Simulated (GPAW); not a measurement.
## STM contrast on a 9-layer slab of Ca(110)

Aim: Tersoff-Hamann images of a 9-layer slab of Ca(110) at several biases.

Calculated with GPAW 26.7.0; GPAW, PAW setups; slab in vacuum, relaxation, in the first sound run; inputs show where later runs differ.

### Step 1. Starting point

The cell holds 9 atoms: 9 Ca. Cell: a = 5.580 Å, b = 3.946 Å, c = 33.783 Å, α = 90.0°, β = 90.0°, γ = 90.0°. Vacuum lies along c.

### Step 2. Relaxation

Forces are removed first; all later runs use this geometry. The lowest 4 atoms are held at bulk positions and keep their forces.

run.py reads:

```python
import json
import numpy as np
from ase import Atoms
from ase.constraints import FixAtoms
from ase.optimize import BFGS
from gpaw import GPAW, PW

slab = Atoms(
    ['Ca', 'Ca', 'Ca', 'Ca', 'Ca', 'Ca', 'Ca', 'Ca', 'Ca'],
    positions=[
        [0.00000, 0.00000, 9.00000],
        [2.79000, 1.97283, 10.97283],
        [0.00000, 0.00000, 12.94566],
        [2.79000, 1.97283, 14.91848],
        [0.00000, 0.00000, 16.89131],
        [2.79000, 1.97283, 18.86414],
        [0.00000, 0.00000, 20.83697],
        [2.79000, 1.97283, 22.80980],
        [0.00000, 0.00000, 24.78262]],
    cell=[[5.58, 0.0, 0.0], [0.0, 3.94566, 0.0], [0.0, 0.0, 33.78262]],
    pbc=[True, True, False])

slab.calc = GPAW(mode=PW(400), xc='PBE', kpts={'size': (6, 8, 1), 'gamma': True},
                 occupations={'name': 'fermi-dirac', 'width': 0.1}, nbands='160%',
                 convergence={'density': 1e-05}, maxiter=200,
                 poissonsolver={'dipolelayer': 'xy'},
                 symmetry={'tolerance': 1e-3, 'extra_ids': [1, 1, 1, 1, 0, 0, 0, 0, 0]}, txt='slab.txt')
result = {}
slab.set_constraint(FixAtoms([0, 1, 2, 3]))
path = []
opt = BFGS(slab, maxstep=0.2)
opt.attach(lambda: path.append((slab.get_potential_energy(), slab.positions.tolist(), slab.get_forces().tolist())))
result['relaxed'] = bool(opt.run(fmax=0.03, steps=40))
result['path'] = path
energy = slab.get_potential_energy()
fermi = slab.calc.get_fermi_level()
v = slab.calc.get_electrostatic_potential().mean((0, 1)) - fermi
n = slab.calc.get_pseudo_density().mean((0, 1))
L = slab.cell[2, 2]
z = np.arange(len(v)) * L / len(v)
low, high = slab.positions[:, 2].min(), slab.positions[:, 2].max()
below, above = np.interp([low - 6.8, high + 6.8], z, v)
slopes = [np.interp(x, z, np.gradient(v, z)) for x in (low - 6.8, high + 6.8)]
eps = np.array([[slab.calc.get_eigenvalues(k, s) for k in range(len(slab.calc.get_ibz_k_points()))]
                for s in range(slab.calc.get_number_of_spins())]) - fermi
top, bottom = eps[eps < 0].max(), eps[eps > 0].min()
dipole = slab.get_dipole_moment()[2]
print(f'energy {energy:.4f} eV, Fermi level {fermi:.4f} eV, dipole {dipole:.5f} e A')
print(f'potential 6.8 A off the faces, from the Fermi level: lower {below:.4f} eV, upper {above:.4f} eV')
print(f'slope of the potential there: lower {slopes[0]:.5f}, upper {slopes[1]:.5f} eV/A')
print(f'nearest levels on the mesh: {top:.4f} and {bottom:.4f} eV')
print('magnetic moment', round(slab.get_magnetic_moment(), 3))
result.update(energy=energy, fermi=fermi, dipole=dipole, below=below, above=above, slopes=slopes, edges=[top, bottom],
              z=z.tolist(), v=v.tolist(), n=n.tolist(), positions=slab.positions.tolist(),
              forces=slab.get_forces(apply_constraint=False).tolist(), moments=slab.get_magnetic_moments().tolist())
json.dump(result, open('result.json', 'w'))
```

Started as:

```
$ OMP_NUM_THREADS=1 OPENBLAS_NUM_THREADS=1 python run.py
```

The program printed:

```text
Step          Energy          fmax
BFGS:    0      -16.817771        0.115363
BFGS:    1      -16.818023        0.113268
BFGS:    2      -16.823762        0.045924
BFGS:    3      -16.823812        0.041000
BFGS:    4      -16.824195        0.028971
energy -16.6295 eV, Fermi level 0.4082 eV, dipole -0.00055 e A
potential 6.8 A off the faces, from the Fermi level: lower 2.8163 eV, upper 2.8208 eV
slope of the potential there: lower -0.00011, upper 0.00010 eV/A
nearest levels on the mesh: -0.0019 and 0.0016 eV
magnetic moment 0.0
```

Wall time 47 min (1 thread of Arm Neoverse V1, shared host); peak memory 0.69 GiB.

Relaxation path:

```tsv
step	energy less that of the first step (eV)	largest force (eV/Å)
1	0.0000	0.1154
2	-0.0003	0.1133
3	-0.0061	0.0459
4	-0.0062	0.0410
5	-0.0066	0.0290
```

The atoms that moved most (Å):

```tsv
atom	dx	dy	dz	length
Ca9	0.000	0.000	-0.076	0.076
Ca7	0.000	0.000	0.035	0.035
Ca8	0.000	0.000	-0.009	0.009
```

Final coordinates:

```xyz
9
Lattice="5.5800 0.0000 0.0000 0.0000 3.9457 0.0000 0.0000 0.0000 33.7826" Properties=species:S:1:pos:R:3
Ca    0.0000    0.0000    9.0000
Ca    2.7900    1.9728   10.9728
Ca    0.0000    0.0000   12.9457
Ca    2.7900    1.9728   14.9185
Ca    0.0000    0.0000   16.8936
Ca    2.7900    1.9728   18.8668
Ca    0.0000    0.0000   20.8718
Ca    2.7900    1.9728   22.8006
Ca    0.0000    0.0000   24.7065
```

This step gave:

```yaml
dipole_along_the_normal: -5.48e-4 e·Å
levels_nearest_the_fermi_level_on_the_mesh: -0.001923, 0.001601 eV from the Fermi level
upper_work_function: 2.821 eV
lower_work_function: 2.816 eV
```

The electrostatic potential energy of an electron (without an applied field's), less the Fermi level, planar mean oscillates, so the rows of the table below give means over windows of 2.01 Å about each position, cut where the curve ends. Its maxima inside the range that stand out by 2 % of the span (Å: eV): 10.0: -0.980, 11.9: -0.853, 13.9: -0.864, 15.9: -0.864, 17.8: -0.883, 19.8: -0.742, 21.9: -1.00, 23.8: -1.23. Its minima: 9.0: -6.45, 10.9: -5.97, 13.0: -6.21, 14.9: -6.21, 16.9: -6.24, 18.9: -6.21, 20.9: -6.23, 22.8: -6.22, 24.7: -6.51.

Table of electrostatic potential energy of an electron (without an applied field's), less the Fermi level, planar mean by z; means over each step:

```tsv
z (Å)	electrostatic potential energy of an electron (without an applied field's), less the Fermi level, planar mean (eV)
1.00	2.82
3.01	2.82
5.02	2.80
7.03	2.10
9.04	-3.11
11.05	-3.10
13.06	-3.14
15.07	-3.15
17.08	-3.15
19.09	-3.10
21.10	-3.18
23.11	-3.29
25.12	-2.55
27.13	2.49
29.14	2.81
31.15	2.82
33.16	2.82
```

The pseudo valence density, planar mean oscillates, so the rows of the table below give means over windows of 1.9 Å about each position, cut where the curve ends. Its maxima inside the range that stand out by 2 % of the span (Å: e/Å³): 9.1: 0.428, 11.0: 0.449, 12.9: 0.439, 15.0: 0.438, 16.9: 0.448, 18.8: 0.437, 20.9: 0.446, 22.8: 0.451, 24.7: 0.440. Its minima: 9.9: 0.0821, 12.0: 0.0824, 13.9: 0.0801, 15.8: 0.0821, 17.9: 0.0819, 19.8: 0.0771, 21.7: 0.0887, 23.9: 0.0934.

Pseudo valence density, planar mean against z; means over each step:

z (Å), pseudo valence density, planar mean (e/Å³) and a bar:
```
     2.85      0.000 
     4.75      0.000 
     6.65      0.005 #
     8.55      0.202 ##########################
    10.45      0.231 #############################
    12.35      0.229 #############################
    14.25      0.227 #############################
    16.15      0.225 #############################
    18.05      0.224 ############################
    19.95      0.216 ###########################
    21.85      0.232 ##############################
    23.75      0.236 ##############################
    25.65      0.120 ###############
    27.55      0.003 
    29.45      0.000 
    31.35      0.000
```

The relaxation lowered the energy of the cell by 0.00657 eV (energies extrapolated to zero smearing; the optimiser's log prints free energies). The largest force left on a free atom is 0.029 eV/Å.

### Step 3. The slab's potential

The work function is the vacuum plateau of the electrostatic potential less the Fermi level; a dipole layer lets the two faces have plateaus of their own.

This step: GPAW, PAW setups; slab in vacuum (GPAW 26.7.0).

Changes to run.py since step 2:

```diff
@@ -3,4 +3,3 @@
 from ase import Atoms
-from ase.constraints import FixAtoms
-from ase.optimize import BFGS
+from ase.dft.stm import STM
 from gpaw import GPAW, PW
@@ -14,7 +13,7 @@
         [2.79000, 1.97283, 14.91848],
-        [0.00000, 0.00000, 16.89131],
-        [2.79000, 1.97283, 18.86414],
-        [0.00000, 0.00000, 20.83697],
-        [2.79000, 1.97283, 22.80980],
-        [0.00000, 0.00000, 24.78262]],
+        [0.00000, 0.00000, 16.89356],
+        [2.79000, 1.97283, 18.86677],
+        [0.00000, -0.00000, 20.87184],
+        [2.79000, 1.97283, 22.80063],
+        [-0.00000, 0.00000, 24.70653]],
     cell=[[5.58, 0.0, 0.0], [0.0, 3.94566, 0.0], [0.0, 0.0, 33.78262]],
@@ -26,10 +25,4 @@
                  poissonsolver={'dipolelayer': 'xy'},
-                 symmetry={'tolerance': 1e-3, 'extra_ids': [1, 1, 1, 1, 0, 0, 0, 0, 0]}, txt='slab.txt')
+                 symmetry={'tolerance': 1e-3}, txt='slab.txt')
 result = {}
-slab.set_constraint(FixAtoms([0, 1, 2, 3]))
-path = []
-opt = BFGS(slab, maxstep=0.2)
-opt.attach(lambda: path.append((slab.get_potential_energy(), slab.positions.tolist(), slab.get_forces().tolist())))
-result['relaxed'] = bool(opt.run(fmax=0.03, steps=40))
-result['path'] = path
 energy = slab.get_potential_energy()
@@ -55,2 +48,16 @@
               forces=slab.get_forces(apply_constraint=False).tolist(), moments=slab.get_magnetic_moments().tolist())
+
+# Images need the states of the whole zone, up to time reversal
+slab.calc = slab.calc.fixed_density(symmetry={'point_group': False}, txt='states.txt', nbands='280%',
+                                    convergence={'bands': 'CBM+2.3'})
+stm = STM(slab)
+result['stm'] = []
+for bias in [-1.5, 2.0]:
+    height = high + 4.0
+    current = stm.get_averaged_current(bias, height)
+    x, y, h = stm.scan(bias, current)
+    i, f = divmod(height / L * stm.ldos.shape[2], 1)
+    I = abs((1 - f) * stm.ldos[:, :, int(i)] + f * stm.ldos[:, :, int(i) + 1])
+    print(f'bias {bias} V: mean current at 4.0 A {current:.4e}, corrugation {np.ptp(h):.4f} A')
+    result['stm'].append(dict(bias=bias, current=current, h=(h - high).tolist(), I=I.tolist()))
 json.dump(result, open('result.json', 'w'))
```

The program printed:

```text
energy -16.6295 eV, Fermi level 0.4082 eV, dipole -0.00058 e A
potential 6.8 A off the faces, from the Fermi level: lower 2.8162 eV, upper 2.8210 eV
slope of the potential there: lower -0.00011, upper 0.00010 eV/A
nearest levels on the mesh: -0.0019 and 0.0016 eV
magnetic moment 0.0
bias -1.5 V: mean current at 4.0 A 1.0128e-04, corrugation 0.3434 A
bias 2.0 V: mean current at 4.0 A 1.2256e-03, corrugation 0.8996 A
```

Elapsed: 28 min, on 1 thread; peak memory 1.6 GiB.

This step gave:

```yaml
dipole_along_the_normal: -5.84e-4 e·Å
levels_nearest_the_fermi_level_on_the_mesh: -0.001919, 0.001590 eV from the Fermi level
corrugation_minus_1p5: 0.3434 Å
corrugation_2: 0.8996 Å
```

The electrostatic potential energy of an electron (without an applied field's), less the Fermi level, planar mean oscillates, so the rows of the table below give means over windows of 2.01 Å about each position, cut where the curve ends. Its maxima inside the range that stand out by 2 % of the span (Å: eV): 10.0: -0.980, 11.9: -0.853, 13.9: -0.864, 15.9: -0.864, 17.8: -0.883, 19.8: -0.742, 21.9: -1.00, 23.8: -1.23. Its minima: 9.0: -6.45, 10.9: -5.97, 13.0: -6.21, 14.9: -6.21, 16.9: -6.24, 18.9: -6.21, 20.9: -6.23, 22.8: -6.22, 24.7: -6.51.

The electrostatic potential energy of an electron (without an applied field's), less the Fermi level, planar mean by z; means over each step:

z (Å), electrostatic potential energy of an electron (without an applied field's), less the Fermi level, planar mean (eV) and a bar from the least value:
```
     1.00       2.82 ##############################
     3.01       2.82 ##############################
     5.02       2.80 ##############################
     7.03       2.10 ##########################
     9.04      -3.11 #
    11.05      -3.10 #
    13.06      -3.14 #
    15.07      -3.15 #
    17.08      -3.15 #
    19.09      -3.10 #
    21.10      -3.18 #
    23.11      -3.29 
    25.12      -2.55 ####
    27.13       2.49 ############################
    29.14       2.81 ##############################
    31.15       2.82 ##############################
    33.16       2.82 ##############################
```

The pseudo valence density, planar mean oscillates, so the rows of the table below give means over windows of 1.9 Å about each position, cut where the curve ends. Its maxima inside the range that stand out by 2 % of the span (Å: e/Å³): 9.1: 0.428, 11.0: 0.449, 12.9: 0.439, 15.0: 0.438, 16.9: 0.448, 18.8: 0.437, 20.9: 0.446, 22.8: 0.451, 24.7: 0.440. Its minima: 9.9: 0.0821, 12.0: 0.0824, 13.9: 0.0801, 15.8: 0.0821, 17.9: 0.0819, 19.8: 0.0771, 21.7: 0.0887, 23.9: 0.0934.

Pseudo valence density, planar mean against z; means over each step:

```tsv
z (Å)	pseudo valence density, planar mean (e/Å³)
2.85	6.6e-6
4.75	2.3e-4
6.65	0.00539
8.55	0.202
10.45	0.231
12.35	0.229
14.25	0.227
16.15	0.225
18.05	0.224
19.95	0.216
21.85	0.232
23.75	0.236
25.65	0.120
27.55	0.00255
29.45	9.2e-5
31.35	2.6e-6
```

Tip height over the top atom over a1 and a2. Sample bias -1.5 V, constant current at the mean current 4.0 Å over the top atom.

Ten even steps from '0' (3.80 Å) to '9' (4.14 Å):
```
999987654332111123345678999
999987654322111122345678999
999987654321111112345678999
999987654321100112345678999
999887654321100112345678899
999887654321000012345678899
999887654321000012345678899
999887654321000012345678899
999877654321000012345677899
999877654321000012345677899
999877654321000012345677899
999887654321000012345678899
999887654321000012345678899
999887654321000012345678899
999887654321100112345678899
999987654321100112345678999
999987654321111112345678999
999987654322111122345678999
999987654332111123345678999
999987654332111123345678999
```
Columns: a1 from 0 to 0.963; rows upwards: a2 from 0 to 0.95.

Local density of states summed over the bias window over a1 and a2. Sample bias -1.5 V, constant height 4.0 Å over the top atom.

Values in units of 1e-4 arbitrary, 12 rows by 16 columns, each cell a mean:
```
1.3 1.3 1.2 1.1 1.0 0.9 0.8 0.8 0.8 0.8 0.9 0.9 1.0 1.1 1.2 1.3
1.3 1.3 1.2 1.1 1.0 0.9 0.8 0.8 0.8 0.8 0.9 0.9 1.0 1.1 1.2 1.3
1.3 1.3 1.2 1.1 1.0 0.9 0.8 0.8 0.8 0.8 0.8 0.9 1.0 1.1 1.2 1.3
1.3 1.2 1.2 1.1 1.0 0.9 0.8 0.8 0.8 0.8 0.8 0.9 1.0 1.1 1.2 1.3
1.3 1.2 1.2 1.1 1.0 0.9 0.8 0.8 0.7 0.8 0.8 0.9 1.0 1.1 1.2 1.3
1.3 1.2 1.2 1.1 1.0 0.9 0.8 0.7 0.7 0.8 0.8 0.9 1.0 1.1 1.2 1.2
1.3 1.2 1.2 1.1 1.0 0.9 0.8 0.8 0.7 0.8 0.8 0.9 1.0 1.1 1.2 1.2
1.3 1.2 1.2 1.1 1.0 0.9 0.8 0.8 0.7 0.8 0.8 0.9 1.0 1.1 1.2 1.3
1.3 1.2 1.2 1.1 1.0 0.9 0.8 0.8 0.8 0.8 0.8 0.9 1.0 1.1 1.2 1.3
1.3 1.3 1.2 1.1 1.0 0.9 0.8 0.8 0.8 0.8 0.9 0.9 1.0 1.1 1.2 1.3
1.3 1.3 1.2 1.1 1.0 0.9 0.8 0.8 0.8 0.8 0.9 0.9 1.0 1.1 1.2 1.3
1.3 1.3 1.2 1.1 1.0 0.9 0.8 0.8 0.8 0.8 0.9 0.9 1.0 1.2 1.2 1.3
```
Columns: a1 from 0 to 0.963; rows upwards: a2 from 0 to 0.95.

Tip height over the top atom over a1 and a2. Sample bias 2 V, constant current at the mean current 4.0 Å over the top atom.

Ten even steps from '0' (3.40 Å) to '9' (4.30 Å):
```
999988765432111123456788999
999988765432111123456788999
999988765432100123456788999
999988765432100123456788999
999987765431100113456778999
999887765421000012456778899
999887765321000012356778899
999887664321000012346678899
999887654321000012345678899
999887654321000012345678899
999887654321000012345678899
999887664321000012346678899
999887765321000012356778899
999887765421000012456778899
999987765431100113456778999
999988765432100123456788999
999988765432100123456788999
999988765432111123456788999
999988765432111123456788999
999988765432111123456788999
```
Columns: a1 from 0 to 0.963; rows upwards: a2 from 0 to 0.95.

Local density of states summed over the bias window over a1 and a2. Sample bias 2 V, constant height 4.0 Å over the top atom.

Ten even steps from '0' (0.67 × 1e-3 arbitrary) to '9' (1.86 × 1e-3 arbitrary):
```
999876543211000011234567899
999876543211000011234567899
999876543210000001234567899
999876543210000001234567899
998876543210000001234567889
998876543210000001234567889
998876542210000001224567889
988776432210000001223467788
988765432110000001123456788
988765432110000001123456788
988765432110000001123456788
988776432210000001223467788
998876542210000001224567889
998876543210000001234567889
998876543210000001234567889
999876543210000001234567899
999876543210000001234567899
999876543211000011234567899
999876543211000011234567899
999876543211000011234567899
```
Columns: a1 from 0 to 0.963; rows upwards: a2 from 0 to 0.95.

Force by atom:

```tsv
atom	x (eV/Å)	y (eV/Å)	z (eV/Å)	size
Ca1	0.000	0.000	0.115	0.115
Ca2	0.000	0.000	0.009	0.009
Ca3	0.000	0.000	-0.066	0.066
Ca4	0.000	0.000	0.004	0.004
Ca5	0.000	0.000	0.008	0.008
Ca6	0.000	0.000	0.007	0.007
Ca7	0.000	0.000	-0.029	0.029
Ca8	0.000	0.000	-0.021	0.021
Ca9	0.000	0.000	-0.027	0.027
```

The potential is flat to 1.1e-4 eV/Å where it is read, so the vacuum is wide enough.

### Step 4. A changed run

One more run, with changed settings.

Changes to run.py since step 3:

```diff
@@ -3,3 +3,2 @@
 from ase import Atoms
-from ase.dft.stm import STM
 from gpaw import GPAW, PW
@@ -21,5 +20,5 @@
 
-slab.calc = GPAW(mode=PW(400), xc='PBE', kpts={'size': (6, 8, 1), 'gamma': True},
+slab.calc = GPAW(mode=PW(400), xc='PBE', kpts={'size': (1, 1, 1), 'gamma': True},
                  occupations={'name': 'fermi-dirac', 'width': 0.1}, nbands='160%',
-                 convergence={'density': 1e-05}, maxiter=200,
+                 convergence={'density': 1e-05}, maxiter=75,
                  poissonsolver={'dipolelayer': 'xy'},
@@ -48,16 +47,2 @@
               forces=slab.get_forces(apply_constraint=False).tolist(), moments=slab.get_magnetic_moments().tolist())
-
-# Images need the states of the whole zone, up to time reversal
-slab.calc = slab.calc.fixed_density(symmetry={'point_group': False}, txt='states.txt', nbands='280%',
-                                    convergence={'bands': 'CBM+2.3'})
-stm = STM(slab)
-result['stm'] = []
-for bias in [-1.5, 2.0]:
-    height = high + 4.0
-    current = stm.get_averaged_current(bias, height)
-    x, y, h = stm.scan(bias, current)
-    i, f = divmod(height / L * stm.ldos.shape[2], 1)
-    I = abs((1 - f) * stm.ldos[:, :, int(i)] + f * stm.ldos[:, :, int(i) + 1])
-    print(f'bias {bias} V: mean current at 4.0 A {current:.4e}, corrugation {np.ptp(h):.4f} A')
-    result['stm'].append(dict(bias=bias, current=current, h=(h - high).tolist(), I=I.tolist()))
 json.dump(result, open('result.json', 'w'))
```

The program printed:

```text
energy -24.9116 eV, Fermi level 0.0406 eV, dipole -0.00017 e A
potential 6.8 A off the faces, from the Fermi level: lower 3.7259 eV, upper 3.7272 eV
slope of the potential there: lower -0.00008, upper 0.00007 eV/A
nearest levels on the mesh: -0.1677 and 0.1760 eV
magnetic moment 0.0
```

It took 52 s on 1 thread; peak memory 0.29 GiB.

The run finished. A setting was moved off its sound value on purpose, so it serves as a test and not as the result.

The fault put into the input: one k-point (kpts = [1, 1]).

Side by side:

```tsv
quantity	this run	sound run	difference
upper work function (eV)	3.7272	2.8210	0.906
lower work function (eV)	3.7259	2.8162	0.910
```

The two runs differ clearly in the lower work function: 3.73 eV against 2.82 eV.

### Step 5. Outcome

| Quantity | Value |
| --- | --- |
| work function, both faces | 2.82 eV |
| dipole along the normal | -5.8e-4 e Å |
| corrugation at -1.5 V | 0.343 Å |
| corrugation at 2 V | 0.900 Å |

The corrugation at constant current is largest at 2 V, where the tip height varies by 0.90 Å over the cell. Negative sample bias images filled states, positive bias empty ones. The measured value for polycrystalline Ca, which weights the faces of low work function, is 2.87 eV (as compiled in "Anisotropic work function of elemental crystals", 2019, arxiv:1902.07811); the relaxed upper face lies 0.049 eV under it with PBE. Measured work functions scatter by a tenth of an eV or more between methods. The images are of Tersoff-Hamann type: an s-wave tip, no tip-sample forces, heights closer than in a microscope. The small printed dipole stands for a step of 4.8 meV from the lower to the upper face, and the probes find 4.8 meV; values this small are near the numerical noise of both. The in-plane lattice was kept as typed, which isn't the functional's own and leaves some strain; spin-orbit coupling and temperature are left out.

[Logs are printed without paths, hosts, clocks, repeated set-up lines and the standing remarks that a program may print on its own settings, such as how far it seeks lower states.]

[Hosts, paths, dates, database ids (printed as entryN), source tags and the programs' standing remarks are cut or masked in the printed files.]
